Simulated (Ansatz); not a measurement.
# TiO2 (Rutile): the r2SCAN gap against the k mesh of the density

Aim: see how gap, energy and time of TiO2 (Rutile) follow the k mesh of the density.

Main program and level: Ansatz 0.2.0; DFT, r2SCAN, plane waves, PAW.

## Step 1: Starting point

Symmetry: P4_2/mnm, No. 136, tetragonal system. Conventional cell: a = 4.592 Å, b = 4.592 Å, c = 2.957 Å, α = 90.00°, β = 90.00°, γ = 90.00°. Nearest to Ti lie 6 O at 1.95 to 1.98 Å. Nearest to O lie 3 Ti at 1.95 to 1.98 Å. Farther neighbours and most contacts between anions are not listed.

Structure file:

```cif
data_structure
_symmetry_space_group_name_H-M 'P 1'
_symmetry_Int_Tables_number 1
_cell_length_a 4.5922
_cell_length_b 4.5922
_cell_length_c 2.9574
_cell_angle_alpha 90.000
_cell_angle_beta 90.000
_cell_angle_gamma 90.000
_cell_volume 62.37
loop_
_atom_site_label
_atom_site_type_symbol
_atom_site_fract_x
_atom_site_fract_y
_atom_site_fract_z
_atom_site_occupancy
Ti1 Ti 0.00000 0.00000 0.00000 1
Ti2 Ti 0.50000 0.50000 0.50000 1
O3 O 0.30496 0.30496 0.00000 1
O4 O 0.19504 0.80496 0.50000 1
O5 O 0.69504 0.69504 0.00000 1
O6 O 0.80496 0.19504 0.50000 1
```

The cell and positions come from the Crystallography Open Database and are kept as given unless a step says otherwise. The default PAW set here is soft_2. Its files were made with PBE.

## Step 2: k mesh of the density: 2×2×2

Contents of input.yaml:

```yaml
crystal:
  lattice:
    - [4.5922, 0.0, 0.0]
    - [0.0, 4.5922, 0.0]
    - [0.0, 0.0, 2.9574]
  atoms:
    - { symbol: Ti, position: [0.0, 0.0, 0.0] }
    - { symbol: Ti, position: [0.5, 0.5, 0.5] }
    - { symbol: O, position: [0.30496, 0.30496, 0.0] }
    - { symbol: O, position: [0.19504, 0.80496, 0.5] }
    - { symbol: O, position: [0.69504, 0.69504, 0.0] }
    - { symbol: O, position: [0.80496, 0.19504, 0.5] }
kpoints:
  mp_grid: { grid: [2, 2, 2] }
  band_path:
    path:
      - [0.0, 0.0, 0.0]
      - [0.0, 0.5, 0.0]
      - [0.5, 0.5, 0.0]
      - [0.0, 0.0, 0.5]
      - [0.0, 0.5, 0.5]
      - [0.5, 0.5, 0.5]
    npoints: 1
hamiltonian:
  xc: r2scan
scf:
  occupations: { method: fixed }
  n_extra_bands: 6
output:
  eigenvalues: true
  forces: true
  stress: true
```

Started as:

```sh
$ ansatz run input.yaml --threads 3 --pin off --max-ram 92160MiB --backend cuda --events-out ev --progress --plain --runs-dir out --devices 1 --max-vram 13GiB
```

Numbers of over 12 decimals in the logs are rounded to 6 here.

Output:

```text
scf.n_extra_bands = 6 over 24 filled bands (N_el = 48.0): the run solves 30 bands
GPUs: using 1 of 1 available (devices: 1).
Engine: ansatz 0.2.0, x86_64-unknown-linux-gnu
Pseudopotentials: kind: paw
Pseudopotential: Ti, paw, valence charge 12, recommended cutoff 500 eV (meta_gga), Ti.paw.azcp
Pseudopotential: O, paw, valence charge 6, recommended cutoff 500 eV (meta_gga), O.paw.azcp
Functional definition: r2SCAN
  parameter k0 = 0.174
  parameter k1 = 0.065
  parameter a1 = 4.9479
  exchange = r2scan_x(k0 = k0, k1 = k1, a1 = a1)
  correlation = r2scan_c
device memory: the entry about to start is reckoned to put 2.7 GiB on a device that reports 42.2 GiB free (of which the cap on the GPU budget leaves the run 13.0 GiB)
GPU FFT provider: cuFFT
GPU libraries: cuBLAS 13.8.2, cuFFT 12.4.0, cuSOLVER 12.3.4
Crystal: 6 atoms, lattice volume = 62.367 Å³
Basis set: ecut = 500 eV, 1559 PW (Γ), exchange–correlation on 144×144×96 points (64 copies of the dense FFT grid, shifted against one another)
Bands: 30, of which v1, the nominal top of the filled ones, is band 24 counted from 1 (23 counted from 0)
Symmetry: 16 space group operations
Space group: P42/mnm (ITA 136), of the structure as read, at distance tolerance 4.0e-5 Å
k-points: 6 of 8
Non-local potential: Ti, projectors of the file, l = 0: 3, l = 1: 2, l = 2: 3, l = 3: 1
Non-local potential: O, projectors of the file, l = 0: 2, l = 1: 2, l = 2: 1
PAW form: soft (Blöchl's): semilocal exchange-correlation on the pseudo side does not see the compensation charge
PAW frozen core: Ti, regenerated for the run's functional (the file was generated under x = pbe(κ = 0.804, μ = 0.219515), c = pbe(β = 0.066725))
PAW frozen core: O, regenerated for the run's functional (the file was generated under x = pbe(κ = 0.804, μ = 0.219515), c = pbe(β = 0.066725))
PAW one-centre angular grid: Ti, 590 points (default); XC on 160 Gauss nodes
PAW one-centre angular grid: O, 302 points (default); XC on 160 Gauss nodes
Initial density: superposition of atomic densities (neutral atoms: chi_scale 0, normalization atom), corrected by the library's trained network
Initial wavefunctions: pseudopotential atomic-orbital guess
GPU buffer pool allocated for 31104 grid points (all kernels)
GPU transforms: local potential and band sums: pruned to the plane-wave sphere, on 36×36×24
Functional: x = r2scan, c = r2scan; τ floored in thin density (d = 2e-4 eV/Å³)
SCF iter   1: F=—  HF=-7292.184600 eV  |F-HF|=—  |Δ(HF+E_count)|=         —  Δρ=3.52e-2  dr2=9.04e-1  dr2_τ=4.47e-1  ethr=1.77e-3  ⟨swp⟩=4.0  Hψ=669  notcnv=0  defer=20
preconditioner: auto → Resta (q_TF=auto, 2.612 Å⁻¹)  ε∞=7.4  [insulator: Δε(μ)=2.747 eV  Ē_g=10.518 eV  n_scr=18 (ndim 8)  ℏωp=26.6 eV  f_vac=0.016  ε∞_Penn≈7.4]
SCF iter   2: F=—  HF=-7292.127301 eV  |F-HF|=—  |Δ(HF+E_count)|=   5.73e-2  Δρ=1.39e-2  dr2=5.08e-2  dr2_τ=4.10e-2  ethr=1.77e-3  ⟨swp⟩=3.0  Hψ=390  notcnv=0  defer=11
SCF iter   3: F=—  HF=-7292.123027 eV  |F-HF|=—  |Δ(HF+E_count)|=   4.27e-3  Δρ=5.12e-3  dr2=9.58e-3  dr2_τ=8.15e-4  ethr=1.06e-4  ⟨swp⟩=2.0  Hψ=277  notcnv=0  defer=24
SCF iter   4: F=—  HF=-7292.123067 eV  |F-HF|=—  |Δ(HF+E_count)|=   3.97e-5  Δρ=1.33e-3  dr2=6.01e-4  dr2_τ=1.27e-4  ethr=2.00e-5  ⟨swp⟩=2.2  Hψ=254  notcnv=0  defer=24
SCF iter   5: F=—  HF=-7292.123193 eV  |F-HF|=—  |Δ(HF+E_count)|=   1.26e-4  Δρ=2.08e-4  dr2=3.32e-5  dr2_τ=1.83e-6  ethr=1.25e-6  ⟨swp⟩=2.0  Hψ=253  notcnv=0  defer=24
SCF iter   6: F=—  HF=-7292.123233 eV  |F-HF|=—  |Δ(HF+E_count)|=   3.96e-5  Δρ=6.67e-5  dr2=3.35e-6  dr2_τ=1.93e-7  ethr=6.91e-8  ⟨swp⟩=2.0  Hψ=320  notcnv=0  defer=11
SCF iter   7: F=—  HF=-7292.123233 eV  |F-HF|=—  |Δ(HF+E_count)|=   1.10e-7  Δρ=2.31e-5  dr2=3.83e-7  dr2_τ=2.06e-8  ethr=6.97e-9  ⟨swp⟩=2.2  Hψ=250  notcnv=0  defer=11
SCF iter   8: F=-7292.123233 eV  HF=-7292.123233 eV  |F-HF|=3.57e-10  |Δ(HF+E_count)|=   3.43e-8  Δρ=2.00e-6  dr2=2.42e-9  dr2_τ=1.50e-10  ethr=2.08e-10  ⟨swp⟩=9.7  Hψ=786  notcnv=0
SCF 1 converged in 8 iterations: F = -7292.123233 eV  dr2 = 2.42e-9
[...]
device memory: the entry about to start is reckoned to put 1.7 GiB on a device that reports 39.1 GiB free (of which the cap on the GPU budget leaves the run 13.0 GiB)
NSCF: frozen V_eff on 6 k-points
SCF converged after 8 iterations
Free energy (F): -7292.123233 eV
Harris-Foulkes:  -7292.123233 eV  (|F-HF|=3.57e-10)
Internal energy: -7292.123233 eV  (E = F + TS)
E sigma→0 (E₀):  -7292.123233 eV
Fermi energy:    8.901382 eV
--- Per-component energies (eV) ---
  E_band       = -440.124493
  E_kinetic    = 1252.021539
  E_local      = -3076.879081  (includes V_loc(G=0)·N_el)
  E_nonlocal   = 191.468133
  E_hartree    = 1169.327285
  E_xc         = -483.073373
  E_vxc        = -693.406858  (∫ρ·V_xc dr)
  E_paw        = -2747.262979  (= ΣΔE_a)
  E_vpaw       = -497.567713  (= ΣTr[D̂ρ^β])
  E_aug_tail   = 0.004744  (compensation charges beyond the density's cutoff)
  E_vtau       = 45.579773  (kinetic-family band-sum trace: ∫τ·v_τ [+ j·A + Jᵃ·Aᵃ] dr)
  E_ewald      = -3597.094824
  E_core_change = -0.634678  (= ΣΔE_core)
  E_smearing   = -0.000000  (= −TS)
  E_closure    = 0.000000  (closes the sum)
  Σ components = -7292.123233   (vs F -7292.123233, Δ=0.00e0)
--- Forces (eV/Å), atoms counted from 1 ---
  atom   1  Ti     0.00000000    -0.00000000     0.00000000
  atom   2  Ti     0.00000000    -0.00000000     0.00000000
  atom   3  O     -0.18398721    -0.18398721     0.00000000
  atom   4  O      0.18398721    -0.18398721     0.00000000
  atom   5  O      0.18398721     0.18398721     0.00000000
  atom   6  O     -0.18398721     0.18398721     0.00000000
  max |Σ_I F_I| component: 5.55e-17 eV/Å
--- Stress (GPa, compression-positive) ---
        1.205908       0.000000       0.000000
        0.000000       1.205908       0.000000
        0.000000       0.000000       2.326805
  P = ⅓ Tr σ = 1.5795 GPa (15.795 kbar)
--- Band table (eV; the first three rows and the last of 6) ---
  k-point 0: bands = [... 20 lower, 8.1431, 8.4280, 8.4280, 8.9014, 10.9703, 11.3257, 11.4773, 11.5794, ... 2 higher]
  k-point 1: bands = [... 20 lower, 6.4770, 6.4770, 7.4117, 7.4117, 12.0413, 12.0413, 12.2835, 12.2835, ... 2 higher]
  k-point 2: bands = [... 20 lower, 7.1818, 7.1818, 8.1281, 8.1281, 11.6781, 11.6781, 12.1127, 12.1127, ... 2 higher]
  k-point 5: bands = [... 20 lower, 7.5734, 7.5734, 8.1872, 8.1872, 11.6704, 11.6704, 12.3286, 12.3286, ... 2 higher]
```

Run time: 3.2 s. Hardware: 1 × NVIDIA H100 80GB HBM3 (shared by 6 runs) with 3 threads of AMD EPYC 7R13 (Zen 3), shared host; peak memory 0.98 GiB.

This step gave:

```yaml
pressure: 1.580 GPa
gap: 2.069 eV
valence_top_at: Γ
conduction_bottom_at: Γ
least_direct_gap: 2.069 eV
```

The gap is direct, at Γ.

## Step 3: k mesh of the density: 4×4×4

Changes to input.yaml since step 2:

```diff
@@ -13,3 +13,3 @@
 kpoints:
-  mp_grid: { grid: [2, 2, 2] }
+  mp_grid: { grid: [4, 4, 4] }
   band_path:
```

Output:

```text
[...]
GPUs: using 1 of 1 available (devices: 1).
[...]
GPU FFT provider: cuFFT
GPU libraries: cuBLAS 13.8.2, cuFFT 12.4.0, cuSOLVER 12.3.4
Crystal: 6 atoms, lattice volume = 62.367 Å³
Basis set: ecut = 500 eV, 1559 PW (Γ), exchange–correlation on 144×144×96 points (64 copies of the dense FFT grid, shifted against one another)
[...]
k-point 0: bands = [... 20 lower, 8.0727, 8.3509, 8.3509, 8.8226, 11.0483, 11.3853, 11.5808, 11.6770, ... 2 higher]
  k-point 1: bands = [... 20 lower, 6.9820, 7.3187, 7.3187, 8.3372, 11.4020, 11.7430, 12.0203, 12.3021, ... 2 higher]
  k-point 2: bands = [... 20 lower, 6.4250, 6.4250, 7.3489, 7.3489, 12.1265, 12.1265, 12.3671, 12.3671, ... 2 higher]
  k-point 17: bands = [... 20 lower, 7.5119, 7.5119, 8.1172, 8.1172, 11.7589, 11.7589, 12.4063, 12.4063, ... 2 higher]
[key lines of the parts left out:]
SCF converged after 8 iterations
Free energy (F): -7292.565318 eV
Fermi energy:    8.822623 eV
P = ⅓ Tr σ = 0.2549 GPa (2.549 kbar)
```

Run time: 3.9 s. Hardware: 1 × NVIDIA H100 80GB HBM3 (shared by 6 runs) with 3 threads; peak memory 0.98 GiB; 3.9 s of CPU time.

This step gave:

```
pressure             : 0.2549 GPa
gap                  : 2.226 eV
valence top at       : Γ
conduction bottom at : Γ
least direct gap     : 2.226 eV
```

The gap is 2.226 eV, +0.157 eV from the run before at this level.

## Step 4: k mesh of the density: 6×6×8 (the default)

input.yaml, the sections that differ from step 3:

```yaml
kpoints:
  mp_grid: { grid: [6, 6, 8] }
  band_path:
    path:
      - [[0.0, 0.0, 0.0], [0.0, 0.5, 0.0], [0.5, 0.5, 0.0], [0.0, 0.0, 0.0], [0.0, 0.0, 0.5], [0.0, 0.5, 0.5], [0.5, 0.5, 0.5], [0.0, 0.0, 0.5]]
      - [[0.0, 0.5, 0.0], [0.0, 0.5, 0.5]]
      - [[0.5, 0.5, 0.0], [0.5, 0.5, 0.5]]
    npoints: 10
scf:
  occupations: { method: fermi_dirac, width: 0.02 }
  n_extra_bands: 6
output:
  eigenvalues: true
  forces: true
  stress: true
  write_density: true
  write_potential: true
  elf: true
  volumetric_format: npy
# crystal, hamiltonian: as in step 3
```

Output:

```text
[...]
GPUs: using 1 of 1 available (devices: 1).
[...]
GPU FFT provider: cuFFT
GPU libraries: cuBLAS 13.8.2, cuFFT 12.4.0, cuSOLVER 12.3.4
Crystal: 6 atoms, lattice volume = 62.367 Å³
Basis set: ecut = 500 eV, 1559 PW (Γ), exchange–correlation on 144×144×96 points (64 copies of the dense FFT grid, shifted against one another)
[...]
k-point 0: bands = [... 20 lower, 8.0693, 8.3473, 8.3473, 8.8194, 11.0508, 11.3865, 11.5845, 11.6793, ... 2 higher]
  k-point 1: bands = [... 20 lower, 7.4530, 8.0454, 8.0454, 8.7319, 11.4147, 11.4884, 11.5187, 11.8711, ... 2 higher]
  k-point 2: bands = [... 20 lower, 6.9793, 7.3161, 7.3161, 8.3340, 11.4058, 11.7445, 12.0226, 12.3033, ... 2 higher]
  k-point 49: bands = [... 20 lower, 7.5094, 7.5094, 8.1141, 8.1141, 11.7621, 11.7621, 12.4075, 12.4075, ... 2 higher]
[key lines of the parts left out:]
SCF converged after 8 iterations
Free energy (F): -7292.577507 eV
Fermi energy:    9.929260 eV
P = ⅓ Tr σ = 0.2004 GPa (2.004 kbar)
```

Elapsed: 11 s, on 1 × NVIDIA H100 80GB HBM3 (shared by 6 runs) with 3 threads; peak memory 1.1 GiB.

This step gave:

```
pressure             : 0.2004 GPa
gap                  : 2.231 eV
valence top at       : Γ
conduction bottom at : Γ
least direct gap     : 2.231 eV
```

The gap is 2.231 eV, +0.006 eV from the run before at this level.

## Step 5: k mesh of the density: 8×8×12

input.yaml, the sections that differ from step 4:

```yaml
kpoints:
  mp_grid: { grid: [8, 8, 12] }
  band_path:
    path:
      - [0.0, 0.0, 0.0]
      - [0.0, 0.5, 0.0]
      - [0.5, 0.5, 0.0]
      - [0.0, 0.0, 0.5]
      - [0.0, 0.5, 0.5]
      - [0.5, 0.5, 0.5]
    npoints: 1
scf:
  occupations: { method: fixed }
  n_extra_bands: 6
# crystal, hamiltonian, output: as in step 4
```

Output:

```text
[...]
GPUs: using 1 of 1 available (devices: 1).
[...]
GPU FFT provider: cuFFT
GPU libraries: cuBLAS 13.8.2, cuFFT 12.4.0, cuSOLVER 12.3.4
Crystal: 6 atoms, lattice volume = 62.367 Å³
Basis set: ecut = 500 eV, 1559 PW (Γ), exchange–correlation on 144×144×96 points (64 copies of the dense FFT grid, shifted against one another)
[...]
k-point 0: bands = [... 20 lower, 8.0693, 8.3473, 8.3473, 8.8194, 11.0509, 11.3865, 11.5845, 11.6794, ... 2 higher]
  k-point 1: bands = [... 20 lower, 7.7697, 8.2084, 8.2084, 8.7839, 11.2325, 11.4523, 11.5368, 11.7684, ... 2 higher]
  k-point 2: bands = [... 20 lower, 7.0825, 7.8343, 7.8343, 8.6457, 11.4403, 11.5925, 11.6184, 12.0014, ... 2 higher]
  k-point 104: bands = [... 20 lower, 7.5094, 7.5094, 8.1141, 8.1141, 11.7621, 11.7621, 12.4076, 12.4076, ... 2 higher]
[key lines of the parts left out:]
SCF converged after 8 iterations
Free energy (F): -7292.577531 eV
Fermi energy:    8.819358 eV
P = ⅓ Tr σ = 0.2004 GPa (2.004 kbar)
```

The job ended after 5.1 s (1 × NVIDIA H100 80GB HBM3 (shared by 6 runs) with 3 threads; peak memory 1.1 GiB; 6.8 s of CPU time).

This step gave:

| Property | Result |
| --- | --- |
| pressure | 0.2004 GPa |
| gap | 2.232 eV |
| valence top at | Γ |
| conduction bottom at | Γ |
| least direct gap | 2.232 eV |

The gap is 2.232 eV, as in the run before at this level.

## Step 6: The series

Differences are against the last row; a negative gap means that bands overlap, and a run with a band path holds that path's time. Times are wall times on 1 × NVIDIA H100 80GB HBM3 (shared by 6 runs) with 3 threads of AMD EPYC 7R13 (Zen 3), shared host, good to a factor of about two.

```csv
k mesh of the density,gap (eV),direct gap (eV),gap error (eV),energy error (meV/atom),irreducible k,time
2×2×2,2.069,2.069,−0.163,+75.7,6,3.2 s
4×4×4,2.226,2.226,−0.006,+2.0,18,3.9 s
6×6×8,2.231,2.231,+0.000,+0.0,50,11 s
8×8×12,2.232,2.232,+0.000,+0.0,105,5.1 s
```

## Step 7: Results

* 2×2×2: 2.069 eV
* 4×4×4: 2.226 eV
* 6×6×8: 2.231 eV
* 8×8×12: 2.232 eV

**Reading.** The gap holds to 0.02 eV from 4×4×4 on. At 2×2×2 the gap is off by −0.163 eV and the energy by +76 meV/atom. The gap is read over the mesh and added points near the edges, so meshes differ mainly through the density and, for a hybrid, the exchange operator.

[Paths, hosts, dates, memory and timing lines, banners, echoed tables and standing remarks are left out of the program output.]

[Logs are printed without paths, hosts, clocks, repeated set-up lines and the standing remarks that a program may print on its own settings, such as how far it seeks lower states.]

[Runs of the session that timed out or met a known fault of the program may be left out.]

[Cells called generated may have been cut or substituted from an entry of the Crystallography Open Database or the Materials Project.]

[Hosts, paths, dates, database ids (printed as entryN), source tags and the programs' standing remarks are cut or masked in the printed files.]
